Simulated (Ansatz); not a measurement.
# Decaying states in the gap of Na3Te2PS2

Aim: relax a made-up compound, Na3Te2PS2, and see how good a tunnel barrier it would be. It is built by putting Te for part of the S in the Na3PS4 structure of space group I-43m, with the volume rescaled by atomic radii. The parent structure comes from the Materials Project.

Program: Ansatz 0.2.0. Level of theory: PBE DFT, plane waves, PAW files, in the first sound run; inputs show where later runs differ. Results are calculated unless marked as measured.

The structure was built from a prototype and need not be the compound's stable phase.

**1. The structure**

Symmetry: Fmm2, No. 42, orthorhombic system. The conventional cell has a = 10.177 Å, b = 10.177 Å, c = 7.196 Å, α = 90.00°, β = 90.00°, γ = 90.00°. Na has 4 S at 2.94 to 3.57 Å and 4 Te at 2.94 to 3.57 Å and 4 Na at 3.60 Å and 2 P at 3.60 Å nearest. Nearest to Na lie 4 Te at 2.94 to 3.57 Å and 4 S at 2.94 to 3.57 Å and 2 P at 3.60 Å and 4 Na at 3.60 Å. Nearest to P lie 2 Te at 2.13 Å and 2 S at 2.13 Å and 6 Na at 3.60 Å. S has 1 P at 2.13 Å and 6 Na at 2.94 to 3.57 Å nearest. Nearest to Te lie 1 P at 2.13 Å and 6 Na at 2.94 to 3.57 Å. It derives from Na3PS4. Te for part of the S in the Na3PS4 structure of space group I-43m. Farther neighbours and most contacts between anions are not listed.

**2. Relaxing the new crystal**

The substituted atoms don't fit the parent's cell, so cell and atoms relax together. A small smearing keeps the run stable in case the gap closes on the way.

The input, input.yaml:

```yaml
crystal:
  lattice:
    - [-3.5980491989, 3.5980491989, 3.5980491989]
    - [3.5980491989, -3.5980491989, 3.5980491989]
    - [3.5980491989, 3.5980491989, -3.5980491989]
  atoms:
    - { symbol: Na, position: [0.0, 0.5, 0.5] }
    - { symbol: Na, position: [0.5, 0.5, 0.0] }
    - { symbol: Na, position: [0.5, 0.0, 0.5] }
    - { symbol: P, position: [0.0, 0.0, 0.0] }
    - { symbol: S, position: [0.34167049, 0.0, 0.0] }
    - { symbol: Te, position: [0.65832951, 0.65832951, 0.65832951] }
    - { symbol: S, position: [0.0, 0.0, 0.34167049] }
    - { symbol: Te, position: [0.0, 0.34167049, 0.0] }
kpoints:
  mp_grid: { grid: [4, 4, 4] }
scf:
  occupations: { method: gaussian, width: 0.03 }
hamiltonian:
  xc: pbe
output:
  forces: true
  stress: true
relax:
  f_tol: 0.02
  max_steps: 60
  cell: {}
```

On the command line:

```console
ansatz run input.yaml --threads 2 --pin off --max-ram 4096MiB --backend cpu --events-out ev --progress --plain --runs-dir out
```

Numbers of over 12 decimals in the logs are rounded to 6 here.

Log:

```text
Engine: ansatz 0.2.0, x86_64-unknown-linux-gnu
Pseudopotentials: kind: paw
Pseudopotential: Na, paw, valence charge 9, recommended cutoff 420 eV (normal), Na.paw.azcp
Pseudopotential: P, paw, valence charge 5, recommended cutoff 420 eV (normal), P.paw.azcp
Pseudopotential: S, paw, valence charge 6, recommended cutoff 420 eV (normal), S.paw.azcp
Pseudopotential: Te, paw, valence charge 16, recommended cutoff 420 eV (normal), Te.paw.azcp
Functional definition: PBE
  parameter kappa = 0.804
  parameter beta = 0.066725
  exchange = pbe_x(kappa = kappa, mu = beta*pi^2/3)
  correlation = pbe_c(beta = beta)
Crystal: 8 atoms, lattice volume = 186.321 Å³
Basis set: ecut = 420 eV, 3589 PW (Γ), exchange–correlation on 90×90×90 points (8 copies of the dense FFT grid, shifted against one another)
Bands: 46, of which v1, the nominal top of the filled ones, is band 38 counted from 1 (37 counted from 0)
Symmetry: 4 space group operations
Space group: Fmm2 (ITA 42), of the structure as read, at distance tolerance 5.7e-5 Å
k-points: 18 of 64 (time reversal used)
Non-local potential: Na, projectors of the file, l = 0: 3, l = 1: 2, l = 2: 1
Non-local potential: P, projectors of the file, l = 0: 2, l = 1: 2, l = 2: 2
Non-local potential: S, projectors of the file, l = 0: 2, l = 1: 2, l = 2: 2
Non-local potential: Te, projectors of the file, l = 0: 2, l = 1: 2, l = 2: 2, l = 3: 2
PAW form: soft (Blöchl's): semilocal exchange-correlation on the pseudo side does not see the compensation charge
PAW one-centre angular grid: Na, 110 points (default); XC on 64 Gauss nodes
PAW one-centre angular grid: P, 110 points (default); XC on 64 Gauss nodes
PAW one-centre angular grid: S, 110 points (default); XC on 64 Gauss nodes
PAW one-centre angular grid: Te, 590 points (default); XC on 64 Gauss nodes
Initial density: superposition of atomic densities (neutral atoms: chi_scale 0, normalization atom), corrected by the library's trained network
Initial wavefunctions: pseudopotential atomic-orbital guess
Functional: x = pbe(κ = 0.804, μ = 0.219515), c = pbe(β = 0.066725)
SCF iter   1: F=—  HF=-20981.915023 eV  |F-HF|=—  |Δ(HF+E_count)|=         —  Δρ=1.36e-3  dr2=6.46e-3  ethr=1.77e-3  ⟨swp⟩=9.1  Hψ=4030  notcnv=0
preconditioner: auto → Resta (q_TF=auto, 2.350 Å⁻¹)  ε∞=3.8  [insulator: Δε(μ)=0.899 eV  Ē_g=8.928 eV  σ=0.030 eV  W_gap=1.00  n_scr=42 (ndim 8)  ℏωp=14.9 eV  f_vac=0.010  D(μ)=0.00/eV (n_scr^D=0)  ε∞_Penn≈3.8]
SCF iter   2: F=—  HF=-20981.914433 eV  |F-HF|=—  |Δ(HF+E_count)|=   5.90e-4  Δρ=7.96e-4  dr2=2.47e-3  ethr=8.50e-6  ⟨swp⟩=3.1  Hψ=1585  notcnv=0  defer=47
SCF iter   3: F=—  HF=-20981.914472 eV  |F-HF|=—  |Δ(HF+E_count)|=   3.90e-5  Δρ=3.58e-4  dr2=2.39e-4  ethr=3.26e-6  ⟨swp⟩=2.0  Hψ=968  notcnv=0  defer=47
SCF iter   4: F=—  HF=-20981.914616 eV  |F-HF|=—  |Δ(HF+E_count)|=   1.44e-4  Δρ=1.37e-4  dr2=5.22e-5  ethr=3.15e-7  ⟨swp⟩=2.1  Hψ=1005  notcnv=0  defer=47
SCF iter   5: F=—  HF=-20981.914689 eV  |F-HF|=—  |Δ(HF+E_count)|=   7.32e-5  Δρ=3.92e-5  dr2=6.83e-6  ethr=6.87e-8  ⟨swp⟩=2.0  Hψ=1011  notcnv=0  defer=47
SCF iter   6: F=—  HF=-20981.914690 eV  |F-HF|=—  |Δ(HF+E_count)|=   8.17e-7  Δρ=9.22e-6  dr2=5.24e-7  ethr=8.98e-9  ⟨swp⟩=2.1  Hψ=1005  notcnv=0  defer=47
SCF iter   7: F=-20981.914690 eV  HF=-20981.914690 eV  |F-HF|=9.44e-9  |Δ(HF+E_count)|=   3.49e-8  Δρ=1.94e-6  dr2=1.96e-8  ethr=1.32e-10  ⟨swp⟩=5.5  Hψ=2977  notcnv=0
SCF 1 converged in 7 iterations: F = -20981.914690 eV  dr2 = 1.96e-8
  greatest PAW one-centre occupation: 0.999 electrons in one spin orbital (limit 2), on the Na atom at site 1 (counted from 0), in its partial waves of l = 0
relax step   1: F+E_penalty+E_count = -20981.91469023 eV  Δ(F+E_penalty+E_count) = +0.000e0 eV  max|allowed force component| = 7.845e0 eV/Å  Δτ_max = 0.0000 Å  P = +11.416 GPa  Ω = 186.321 Å³  (7 SCF iters, dr2 threshold 1.00e-7 eV, accepted)
Crystal: 8 atoms, lattice volume = 197.879 Å³
Basis set: ecut = 420 eV, 3901 PW (Γ), exchange–correlation on 90×90×90 points (8 copies of the dense FFT grid, shifted against one another)
Initial density: handed on by an earlier stage of this run
Initial wavefunctions: those handed on with the density
iter 1 solved again at ethr=2.64e-4 eV; its pass at ethr=3.10e-3 eV (dr2=2.00e-1 eV) is discarded
SCF iter   1: F=—  HF=-20984.101615 eV  |F-HF|=—  |Δ(HF+E_count)|=         —  Δρ=9.60e-3  dr2=1.98e-1  ethr=2.64e-4  ⟨swp⟩=2.1  Hψ=4314  notcnv=0
preconditioner: auto → Resta (q_TF=auto, 2.326 Å⁻¹)  ε∞=3.7  [insulator: Δε(μ)=0.387 eV  Ē_g=9.083 eV  σ=0.030 eV  W_gap=1.00  n_scr=42 (ndim 8)  ℏωp=14.9 eV  f_vac=0.012  D(μ)=0.00/eV (n_scr^D=0)  ε∞_Penn≈3.7]
SCF iter   2: F=—  HF=-20984.064769 eV  |F-HF|=—  |Δ(HF+E_count)|=   3.68e-2  Δρ=4.68e-3  dr2=3.11e-2  ethr=2.61e-4  ⟨swp⟩=3.0  Hψ=1300  notcnv=0
SCF iter   3: F=—  HF=-20984.063083 eV  |F-HF|=—  |Δ(HF+E_count)|=   1.69e-3  Δρ=1.37e-3  dr2=3.04e-3  ethr=4.09e-5  ⟨swp⟩=2.1  Hψ=1206  notcnv=0
SCF iter   4: F=—  HF=-20984.063556 eV  |F-HF|=—  |Δ(HF+E_count)|=   4.73e-4  Δρ=2.54e-4  dr2=2.28e-4  ethr=4.00e-6  ⟨swp⟩=2.0  Hψ=1052  notcnv=0
SCF iter   5: F=—  HF=-20984.063689 eV  |F-HF|=—  |Δ(HF+E_count)|=   1.33e-4  Δρ=1.11e-4  dr2=2.78e-5  ethr=3.00e-7  ⟨swp⟩=2.2  Hψ=1134  notcnv=0
SCF iter   6: F=—  HF=-20984.063707 eV  |F-HF|=—  |Δ(HF+E_count)|=   1.86e-5  Δρ=2.46e-5  dr2=1.54e-6  ethr=3.66e-8  ⟨swp⟩=2.0  Hψ=1116  notcnv=0
SCF iter   7: F=-20984.063708 eV  HF=-20984.063708 eV  |F-HF|=1.03e-7  |Δ(HF+E_count)|=   6.93e-7  Δρ=6.82e-6  dr2=1.26e-7  ethr=1.05e-9  ⟨swp⟩=5.0  Hψ=2921  notcnv=0
SCF 2 converged in 7 iterations: F = -20984.063708 eV  dr2 = 1.26e-7
  greatest PAW one-centre occupation: 0.999 electrons in one spin orbital (limit 2), on the Na atom at site 0 (counted from 0), in its partial waves of l = 0
relax step   2: F+E_penalty+E_count = -20984.06370803 eV  Δ(F+E_penalty+E_count) = -2.149e0 eV  max|allowed force component| = 1.266e0 eV/Å  Δτ_max = 0.1995 Å  P = +2.039 GPa  Ω = 197.879 Å³  energy of the carried Pulay correction = -1.066e-3 eV  (7 SCF iters, dr2 threshold 8.00e-7 eV, accepted)
Crystal: 8 atoms, lattice volume = 212.692 Å³
Basis set: ecut = 420 eV, 4157 PW (Γ), exchange–correlation on 90×90×90 points (8 copies of the dense FFT grid, shifted against one another)
iter 1 solved again at ethr=1.66e-4 eV; its pass at ethr=3.10e-3 eV (dr2=1.26e-1 eV) is discarded
SCF iter   1: F=—  HF=-20984.345998 eV  |F-HF|=—  |Δ(HF+E_count)|=         —  Δρ=8.19e-3  dr2=1.27e-1  ethr=1.66e-4  ⟨swp⟩=2.6  Hψ=4287  notcnv=0
[...]
SCF iter   7: F=-20984.304035 eV  HF=-20984.304035 eV  |F-HF|=8.44e-8  |Δ(HF+E_count)|=   9.63e-7  Δρ=6.02e-6  dr2=7.08e-8  ethr=1.05e-9  ⟨swp⟩=5.0  Hψ=2898  notcnv=0
SCF 3 converged in 7 iterations: F = -20984.304035 eV  dr2 = 7.08e-8
  greatest PAW one-centre occupation: 0.999 electrons in one spin orbital (limit 2), on the Na atom at site 2 (counted from 0), in its partial waves of l = 0
relax step   3: F+E_penalty+E_count = -20984.30403459 eV  Δ(F+E_penalty+E_count) = -2.403e-1 eV  max|allowed force component| = 2.602e-1 eV/Å  Δτ_max = 0.1094 Å  P = +0.252 GPa  Ω = 212.692 Å³  energy of the carried Pulay correction = -2.342e-3 eV  (7 SCF iters, dr2 threshold 8.00e-7 eV, accepted)
[... from here on, the SCF cycles and remarks between the steps are left out ...]
relax step   4: F+E_penalty+E_count = -20984.37211893 eV  Δ(F+E_penalty+E_count) = -6.808e-2 eV  max|allowed force component| = 2.899e-1 eV/Å  Δτ_max = 0.1229 Å  P = +0.197 GPa  Ω = 219.340 Å³  energy of the carried Pulay correction = -2.885e-3 eV  (6 SCF iters, dr2 threshold 8.00e-7 eV, accepted)
relax step   5: F+E_penalty+E_count = -20984.41456340 eV  Δ(F+E_penalty+E_count) = -4.244e-2 eV  max|allowed force component| = 1.085e-1 eV/Å  Δτ_max = 0.1117 Å  P = +0.096 GPa  Ω = 217.538 Å³  energy of the carried Pulay correction = -2.740e-3 eV  (6 SCF iters, dr2 threshold 8.00e-7 eV, accepted)
relax step   6: F+E_penalty+E_count = -20984.42361607 eV  Δ(F+E_penalty+E_count) = -9.053e-3 eV  max|allowed force component| = 4.757e-2 eV/Å  Δτ_max = 0.0886 Å  P = +0.004 GPa  Ω = 217.373 Å³  energy of the carried Pulay correction = -2.726e-3 eV  (6 SCF iters, dr2 threshold 7.36e-7 eV, accepted)
relax step   7: F+E_penalty+E_count = -20984.42740978 eV  Δ(F+E_penalty+E_count) = -3.794e-3 eV  max|allowed force component| = 6.454e-2 eV/Å  Δτ_max = 0.0199 Å  P = +0.038 GPa  Ω = 217.407 Å³  energy of the carried Pulay correction = -2.729e-3 eV  (5 SCF iters, dr2 threshold 1.45e-7 eV, accepted)
relax step   8: F+E_penalty+E_count = -20984.42815965 eV  Δ(F+E_penalty+E_count) = -7.499e-4 eV  max|allowed force component| = 2.099e-2 eV/Å  Δτ_max = 0.0089 Å  P = -0.016 GPa  Ω = 218.080 Å³  energy of the carried Pulay correction = -2.784e-3 eV  (5 SCF iters, dr2 threshold 2.60e-7 eV, accepted)
relax step   9: F+E_penalty+E_count = -20984.42841171 eV  Δ(F+E_penalty+E_count) = -2.521e-4 eV  max|allowed force component| = 6.305e-3 eV/Å  Δτ_max = 0.0133 Å  P = +0.006 GPa  Ω = 217.797 Å³  energy of the carried Pulay correction = -2.761e-3 eV  (6 SCF iters, dr2 threshold 2.75e-8 eV, accepted)
relax step  10: F+E_penalty+E_count = -20984.43392872 eV  Δ(F+E_penalty+E_count) = -5.517e-3 eV  max|allowed force component| = 6.051e-3 eV/Å  Δτ_max = 0.0000 Å  P = +0.051 GPa  Ω = 217.797 Å³  stress off target by 8.19e-2 GPa  SCF on the basis re-selected at this cell (its energy is not comparable with the rows above)  (8 SCF iters)
relax step  11: F+E_penalty+E_count = -20984.43406657 eV  Δ(F+E_penalty+E_count) = -1.378e-4 eV  max|allowed force component| = 8.246e-3 eV/Å  Δτ_max = 0.0053 Å  P = +0.001 GPa  Ω = 218.322 Å³  energy of the carried Pulay correction = -3.853e-5 eV  (6 SCF iters, dr2 threshold 1.68e-8 eV, accepted)
iter 1 solved again at ethr=8.32e-7 eV; its pass at ethr=3.10e-3 eV (dr2=6.32e-4 eV) is discarded
SCF iter   1: F=—  HF=-20984.433900 eV  |F-HF|=—  |Δ(HF+E_count)|=         —  Δρ=6.61e-5  dr2=2.28e-7  ethr=8.32e-7  ⟨swp⟩=3.5  Hψ=5723  notcnv=0
eigensolver tolerance schedule: the retry pair's looser diagonalisation over-reported the residual by 2768.56 of it (diagonalisation noise at 2.89 of the residual, at the tolerance the schedule requests for it); recorded, not acted on — ethr = c·dr2/N_el stays at c = 1.0e-1
preconditioner: auto → Resta (q_TF=auto, 2.288 Å⁻¹)  ε∞=3.7  [insulator: Δε(μ)=0.620 eV  Ē_g=8.312 eV  σ=0.030 eV  W_gap=1.00  n_scr=42 (ndim 8)  ℏωp=13.8 eV  f_vac=0.043  D(μ)=0.00/eV (n_scr^D=0)  ε∞_Penn≈3.7]
SCF iter   2: F=—  HF=-20984.434017 eV  |F-HF|=—  |Δ(HF+E_count)|=   1.17e-4  Δρ=3.34e-5  dr2=6.31e-8  ethr=3.00e-10  ⟨swp⟩=3.7  Hψ=1932  notcnv=0
SCF iter   3: F=—  HF=-20984.434086 eV  |F-HF|=—  |Δ(HF+E_count)|=   6.95e-5  Δρ=1.33e-5  dr2=9.01e-9  ethr=8.30e-11  ⟨swp⟩=2.0  Hψ=1510  notcnv=0
SCF iter   4: F=—  HF=-20984.434100 eV  |F-HF|=—  |Δ(HF+E_count)|=   1.33e-5  Δρ=5.72e-7  dr2=3.57e-10  ethr=1.19e-11  ⟨swp⟩=2.0  Hψ=1278  notcnv=0
SCF iter   5: F=-20984.434100 eV  HF=-20984.434100 eV  |F-HF|=1.46e-11  |Δ(HF+E_count)|=   4.20e-9  Δρ=1.13e-7  dr2=4.51e-11  ethr=1.00e-12  ⟨swp⟩=5.0  Hψ=3163  notcnv=0
SCF 12 converged in 5 iterations: F = -20984.434100 eV  dr2 = 4.51e-11
relax step  12: F+E_penalty+E_count = -20984.43409957 eV  Δ(F+E_penalty+E_count) = -3.300e-5 eV  max|allowed force component| = 8.251e-3 eV/Å  Δτ_max = 0.0000 Å  P = +0.000 GPa  Ω = 218.322 Å³  stress off target by 1.38e-2 GPa  SCF on the basis re-selected at this cell (its energy is not comparable with the rows above)  (5 SCF iters)
basis re-selected at this cell: Δ(F+E_penalty+E_count) = -3.300e-5 eV, ΔP = -0.000 GPa vs the last step (what re-selecting the basis moved, of the pressure what is left beyond the Pulay correction that the steps carried, after the strain that the cell walked since its last selection, with what the two solves' SCF thresholds leave and, on support functions, any second-order correction that the steps lacked; it is no m [...]
SCF converged after 5 iterations
Free energy (F): -20984.434100 eV
Harris-Foulkes:  -20984.434100 eV  (|F-HF|=1.46e-11)
Internal energy: -20984.434100 eV  (E = F + TS)
E sigma→0 (E₀):  -20984.434100 eV
Fermi energy:    5.093770 eV
--- Per-component energies (eV) ---
  E_band       = -1268.296011
  E_kinetic    = 1009.344793
  E_local      = -7409.620890  (includes V_loc(G=0)·N_el)
  E_nonlocal   = -185.247304
  E_hartree    = 3405.437846
  E_xc         = -622.369816
  E_vxc        = -595.573703  (∫ρ·V_xc dr)
  E_paw        = -11884.574118  (= ΣΔE_a)
  E_vpaw       = -898.074255  (= ΣTr[D̂ρ^β])
  E_aug_tail   = -0.000460  (compensation charges beyond the density's cutoff)
  E_ewald      = -5297.404151
  E_smearing   = -0.000000  (= −TS)
  E_closure    = 0.000000  (closes the sum)
  Σ components = -20984.434100   (vs F -20984.434100, Δ=0.00e0)
--- Forces (eV/Å), atoms counted from 1 ---
  atom   1  Na    -0.00000000    -0.00010256     0.00000000
  atom   2  Na     0.00000000    -0.00010256    -0.00000000
  atom   3  Na    -0.00000000    -0.00045362     0.00000000
  atom   4  P     -0.00000000     0.00825062     0.00000000
  atom   5  S      0.00176779    -0.00294231    -0.00176779
  atom   6  Te    -0.00106744    -0.00085479    -0.00106744
  atom   7  S     -0.00176779    -0.00294231     0.00176779
  atom   8  Te     0.00106744    -0.00085479     0.00106744
  max |Σ_I F_I| component: 2.31e-6 eV/Å
--- Stress (GPa, compression-positive) ---
       -0.002726      -0.000000       0.011057
       -0.000000       0.006837      -0.000000
        0.011057      -0.000000      -0.002726
  P = ⅓ Tr σ = 0.0005 GPa (0.005 kbar)
--- Relaxed structure (10 steps of the walk, 10 accepted, 2 SCFs on fresh bases) ---
  F+E_penalty+E_count = -20984.43409957 eV   max|allowed force component| = 8.251e-3 eV/Å   (the final SCF, on the basis selected at the relaxed cell)
  cell:  # Å, volume = 218.3215 Å³
    - [-3.604387, 3.914383, 3.604387]
    - [3.868494, -3.914383, 3.868494]
    - [3.604387, 3.914383, -3.604387]
  atoms:
    - { symbol: Na, position: [0.066812, 0.500000, 0.566812] }
    - { symbol: Na, position: [0.566812, 0.500000, 0.066812] }
    - { symbol: Na, position: [0.454113, 1.6573180684947854e-19, 0.454113] }
    - { symbol: P, position: [-0.00149133, 1.6573180684948225e-19, -0.00149133] }
    - { symbol: S, position: [0.313550, 0.0, -0.020139] }
    - { symbol: Te, position: [0.625705, 0.631068, 0.625705] }
    - { symbol: S, position: [-0.020139, 0.0, 0.313550] }
    - { symbol: Te, position: [-0.00536254, 0.368932, -0.00536254] }
```

Wall time 44 s (2 threads of Intel Xeon Platinum 8488C (Sapphire Rapids), shared host); peak memory 0.6 GiB.

Step by step:

```tsv
step	energy less that of the first step (eV)	largest force component (eV/Å)	pressure (GPa)	volume (Å³)
1	0.0000	7.8450	11.42	186.32
2	-2.1490	1.2655	2.04	197.88
3	-2.3893	0.2602	0.25	212.69
4	-2.4574	0.2899	0.20	219.34
5	-2.4999	0.1085	0.10	217.54
6	-2.5089	0.0476	0.00	217.37
7	-2.5127	0.0645	0.04	217.41
8	-2.5135	0.0210	-0.02	218.08
9	-2.5137	0.0063	0.01	217.80
10*	-2.5192	0.0061	0.05	217.80
11	-2.5194	0.0082	0.00	218.32
12*	-2.5194	0.0083	0.00	218.32
```

Relaxation steps marked * repeat the geometry before them on a plane-wave basis chosen anew for their cell, so energy and pressure can jump there.

The run keeps the 4 symmetry operations that it works with, so distortions that break them were not tested.

```tsv
conventional cell, symmetrised	before	after	change
a (Å)	10.177	10.195	+0.2 %
b (Å)	10.177	10.942	+7.5 %
c (Å)	7.196	7.829	+8.8 %
volume (Å³/atom)	23.29	27.29	+17.2 %
```

The atoms that moved most (Å, as changes of fractional coordinates times the final cell):

```tsv
atom	dx	dy	dz	length
Na2	0.000	0.523	0.000	0.523
Na1	0.000	0.523	0.000	0.523
Na3	0.000	-0.359	0.000	0.359
Te8	0.105	-0.149	0.105	0.211
Te6	-0.105	-0.149	-0.105	0.211
S7	-0.029	-0.189	0.029	0.193
S5	0.029	-0.189	-0.029	0.193
P4	0.000	-0.012	0.000	0.012
```

This step gave:

```
free energy  : -20984.4341 eV
Fermi energy : 5.094 eV
pressure     : 4.61e-4 GPa
```

The largest force component on a free atom ends at 0.0083 eV/Å.

**3. Band edges**

The energy window and the wavevectors of the next steps follow from the band edges, so these are searched first, off the mesh as well.

The input, input.yaml:

```yaml
crystal:
  lattice:
    - [-3.6043867952, 3.9143826102, 3.6043867952]
    - [3.8684937783, -3.9143826102, 3.8684937783]
    - [3.6043867952, 3.9143826102, -3.6043867952]
  atoms:
    - { symbol: Na, position: [0.0668120541, 0.5, 0.5668120541] }
    - { symbol: Na, position: [0.5668120541, 0.5, 0.0668120541] }
    - { symbol: Na, position: [0.4541128526, 0.0, 0.4541128526] }
    - { symbol: P, position: [-0.0014913275, 0.0, -0.0014913275] }
    - { symbol: S, position: [0.3135504157, 0.0, -0.0201389503] }
    - { symbol: Te, position: [0.6257054399, 0.6310679784, 0.6257054399] }
    - { symbol: S, position: [-0.0201389503, 0.0, 0.3135504157] }
    - { symbol: Te, position: [-0.0053625385, 0.3689320216, -0.0053625385] }
kpoints:
  mp_grid: { grid: [6, 6, 6] }
  band_path: { path: [VBM, CBM], npoints: 30 }
scf:
  occupations: { method: fixed }
hamiltonian:
  xc: pbe
output:
  eigenvalues: true
  write_potential: true
  write_density: true
  volumetric_format: npy
```

Log:

```text
[...]
Crystal: 8 atoms, lattice volume = 218.322 Å³
Basis set: ecut = 420 eV, 4267 PW (Γ)
Bands: 46, of which v1, the nominal top of the filled ones, is band 38 counted from 1 (37 counted from 0)
Symmetry: 4 space group operations
[...]
k-points: 46 of 216 (time reversal used)
[...]
SCF iter   1: F=—  HF=-20984.439305 eV  |F-HF|=—  |Δ(HF+E_count)|=         —  Δρ=1.17e-3  dr2=5.43e-3  ethr=1.77e-3  ⟨swp⟩=5.0  Hψ=7207  notcnv=0  defer=256
[...]
SCF iter   7: F=-20984.434347 eV  HF=-20984.434347 eV  |F-HF|=1.29e-8  |Δ(HF+E_count)|=   6.71e-8  Δρ=2.66e-6  dr2=1.97e-8  ethr=1.32e-10  ⟨swp⟩=13.8  Hψ=9114  notcnv=0
SCF 1 converged in 7 iterations: F = -20984.434347 eV  dr2 = 1.97e-8
[...]
NSCF: frozen V_eff on 46 k-points
[...]
SCF converged after 7 iterations
Free energy (F): -20984.434347 eV
[...]
Internal energy: -20984.434347 eV  (E = F + TS)
E sigma→0 (E₀):  -20984.434347 eV
Fermi energy:    4.783625 eV
[...]
--- Band table (eV; the first three rows and the last of 46) ---
  k-point 0: bands = [... 34 lower, 3.2230, 3.5542, 3.8581, 3.9156, 6.4348, 7.4702, 7.7303, 8.4207, ... 4 higher]
  k-point 1: bands = [... 34 lower, 3.3122, 3.5473, 3.6416, 3.8960, 6.6669, 7.3072, 7.7653, 8.1726, ... 4 higher]
  k-point 2: bands = [... 34 lower, 3.2304, 3.4771, 3.8096, 3.9378, 6.4534, 7.2685, 7.8155, 8.1440, ... 4 higher]
  k-point 45: bands = [... 34 lower, 2.6486, 4.1997, 4.2365, 4.7836, 5.4037, 7.5698, 8.0337, 8.0363, ... 4 higher]
```

The job ended after 30 s (2 threads; peak memory 0.68 GiB).

Numbers from this step:

* free energy: -20984.4343 eV
* Fermi energy: 4.784 eV
* gap on the k-mesh: 0.6201 eV
* gap on path: 0.6201 eV, by band count; negative where bands overlap
* direct gap on path: 0.6201 eV
* edge places on path: 0, 0 1/A along the path

Levels at VBM (eV): -7.95, -4.69, -4.46, -4.17, -3.40, -3.25, -2.39, -2.30, -2.13, -0.58, -0.55, 0.00, 0.62, 2.79, 3.25, 3.25, 4.57, 5.07, 5.24, 5.29.

The searched edges give 0.620 eV, as on the mesh.

[end of part 1 of 3]

[Logs are printed without paths, hosts, clocks, repeated set-up lines and the standing remarks that a program may print on its own settings, such as how far it seeks lower states.]

[Hosts, paths, dates, database ids (printed as entryN), source tags and the programs' standing remarks are cut or masked in the printed files.]
